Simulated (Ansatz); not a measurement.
C3N (honeycomb, ordered), computed twice by G0W0.

The cell holds 8 atoms: 2 N and 6 C. Cell: a = 4.859 Å, b = 4.859 Å, c = 23.200 Å, α = 90.0°, β = 90.0°, γ = 120.0°. Vacuum lies along c.

```xyz
8
Lattice="4.8594 0.0000 0.0000 -2.4297 4.2084 0.0000 0.0000 0.0000 23.2000" Properties=species:S:1:pos:R:3
N     0.0000    2.8056   11.6000
N     2.4297    1.4028   11.6000
C     0.0000    1.4027   11.6000
C     1.2147    0.7013   11.6000
C    -1.2150    3.5071   11.6000
C     3.6447    0.7013   11.6000
C     1.2150    3.5071   11.6000
C     2.4297    2.8057   11.6000
```

The structure was relaxed with PBE. The runs that relaxed it are not among those shown.

The first (Ansatz 0.2.0; start PBE, 3×3×1 mesh, 53 empty bands, screening to 13.5 eV, PAW set soft_1 files; 4 threads of Arm Neoverse V1, shared host) gave, on its mesh: starting gap 0.61 eV, G0W0 gap 1.25 eV, mean of 1 + 4πα/V (set by the cell height) 5.75, 5.1 s.

**Question.** The second changes empty bands from 53 to 597 and screening cutoff (eV) from 13.5 to 67.5. What does it give?

It gave: starting gap 0.61 eV, G0W0 gap 1.12 eV, mean of 1 + 4πα/V (set by the cell height) 5.64, 79 s. The G0W0 gap moves by −0.13 eV, +0.00 eV from the start and −0.13 eV from the correction. Σc changes by −0.39 eV at the valence top and −0.52 eV at the conduction bottom, and Σx − Vxc between them by +0.00 eV.

Limits: not at the basis limit; coarse mesh for a sheet.

[Paths, hosts, dates, memory and timing lines, banners, echoed tables and standing remarks are left out of the program output.]

[Logs are printed without paths, hosts, clocks, repeated set-up lines and the standing remarks that a program may print on its own settings, such as how far it seeks lower states.]

[Runs of the session that timed out or met a known fault of the program may be left out.]

[Cells called generated may have been cut or substituted from an entry of the Crystallography Open Database or the Materials Project.]

[Hosts, paths, dates, database ids (printed as entryN), source tags and the programs' standing remarks are cut or masked in the printed files.]
